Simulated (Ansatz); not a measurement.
## CaSiB in the AlB2 type: electron–phonon coupling and resistivity: coupling and resistivity: q 2×2×2, k 6×6×4, scattering 8×8×8

Ansatz 0.2.0; DFT PBE, scalar-relativistic, plane waves, PAW; PAW set soft_1.

The cheapest meshes give a first estimate and the cost of a run.

The structure was built from a prototype and need not be the compound's stable phase.

File input.yaml:

```yaml
crystal:
  lattice:
    - [3.5539886235, 2.4068e-06, 0.0]
    - [-1.7769963961, 3.0778432293, 0.0]
    - [0.0, 0.0, 4.3675145948]
  atoms:
    - { symbol: Ca, position: [0.0, 0.0, 0.0] }
    - { symbol: B, position: [0.3333333333, 0.6666666667, 0.5] }
    - { symbol: Si, position: [0.6666666667, 0.3333333333, 0.5] }
kpoints:
  mp_grid: { grid: [6, 6, 4] }
hamiltonian:
  xc: pbe
  pseudopotentials: { kind: paw, azcp: { folder: soft_1 } }
scf:
  occupations: { method: methfessel_paxton, width: 0.2 }
output:
  eigenvalues: true
phonons:
  method: dfpt
  qmesh: [2, 2, 2]
  temperatures: { t_max: 1000, t_step: 50 }
  qpath:
    path:
      - [[0.0, 0.0, 0.0], [0.5, 0.0, 0.0], [0.33333333, 0.33333333, 0.0], [0.0, 0.0, 0.0], [0.0, 0.0, 0.5], [0.5, 0.0, 0.5], [0.33333333, 0.33333333, 0.5], [0.0, 0.0, 0.5]]
      - [[0.5, 0.0, 0.5], [0.5, 0.0, 0.0]]
      - [[0.33333333, 0.33333333, 0.5], [0.33333333, 0.33333333, 0.0]]
    npoints: 10
  electrical_resistivity:
    mesh: [8, 8, 8]
    temperatures: [20.0, 50.0, 77.0, 100.0, 150.0, 200.0, 300.0, 400.0, 600.0, 800.0]
  superconductivity: { mesh: [8, 8, 8], eliashberg_equations: false }
  electron_occupations: "off"
```

Run with:

```bash
$ ansatz run input.yaml --threads 4 --pin off --max-ram 12288MiB --backend cpu --events-out ev --progress --plain --runs-dir out
```

Before running it: what should come out for the resistivity at 300 K, coupling constant λ, log mean phonon energy ħω log and resistivity against temperature?

Above the Debye range the phonon population grows as T, and so does the scattering: the resistivity is close to linear in T. With one main axis (hexagonal system), two principal values must be equal and the third, along that axis, is free. λ = 2∫α²F(ω)/ω dω weights soft modes most: the lower half of the spectrum holds 77 % of the area but 90 % of λ.

The Eliashberg function α²F has structure finer than the step of the table below, so its rows give means over 2.5 meV, whole bins alone (the curve runs from 0.344 to 87.8 meV). Peaks (meV: height): α²F 21.70: 0.298, 32.72: 0.688, 34.79: 0.630, 80.94: 0.352; α²F tr 21.70: 0.293, 27.21: 0.283, 32.72: 0.79, 34.79: 0.679, 80.94: 0.418.

This step gave:

- resistivity at 300 K: 22.95 μΩ cm, mean of the axes
- coupling constant λ: 0.422
- log mean phonon energy ħω_log: 31.66 meV
- transport coupling constant λ_tr: 0.4577, 0.4577, 0.5 (xx, yy, zz)
- Drude plasma energy: 4.556, 4.556, 4.367 eV (xx, yy, zz)
- resistivity times mean free path: 15.28, 15.28, 17.59 × 10⁻¹⁶ Ω m² (xx, yy, zz)
- second-moment phonon energy ħω₂: 37.52 meV

Table of Eliashberg function α²F by phonon energy; means over each step:

| phonon energy (meV) | α²F | α²F tr |
| --- | --- | --- |
| 5.0 | 6.5e-5 | 3.0e-5 |
| 7.5 | 4.3e-4 | 2.7e-4 |
| 10.0 | 0.00178 | 0.00117 |
| 12.5 | 0.00464 | 0.00335 |
| 15.0 | 0.0110 | 0.00936 |
| 17.5 | 0.0294 | 0.0282 |
| 20.0 | 0.101 | 0.104 |
| 22.5 | 0.196 | 0.219 |
| 25.0 | 0.139 | 0.186 |
| 27.5 | 0.216 | 0.246 |
| 30.0 | 0.228 | 0.255 |
| 32.5 | 0.563 | 0.658 |
| 35.0 | 0.528 | 0.571 |
| 37.5 | 0.158 | 0.153 |
| 40.0 | 0.0296 | 0.0270 |
| 42.5 | 0.0177 | 0.0141 |
| 45.0 | 0.0152 | 0.00994 |
| 47.5 | 0.0180 | 0.0114 |
| 50.0 | 0.0226 | 0.0149 |
| 52.5 | 0.0375 | 0.0275 |
| 55.0 | 0.00342 | 0.00282 |
| 57.5 | 0 | 0 |
| 60.0 | 0 | 0 |
| 62.5 | 0 | 0 |
| 65.0 | 0 | 0 |
| 67.5 | 0 | 0 |
| 70.0 | 0 | 0 |
| 72.5 | 0 | 0 |
| 75.0 | 0.00276 | 0.00399 |
| 77.5 | 0.0534 | 0.0845 |
| 80.0 | 0.189 | 0.265 |
| 82.5 | 0.171 | 0.222 |
| 85.0 | 0.0983 | 0.116 |

[Logs are printed without paths, hosts, clocks, repeated set-up lines and the standing remarks that a program may print on its own settings, such as how far it seeks lower states.]

[Hosts, paths, dates, database ids (printed as entryN), source tags and the programs' standing remarks are cut or masked in the printed files.]
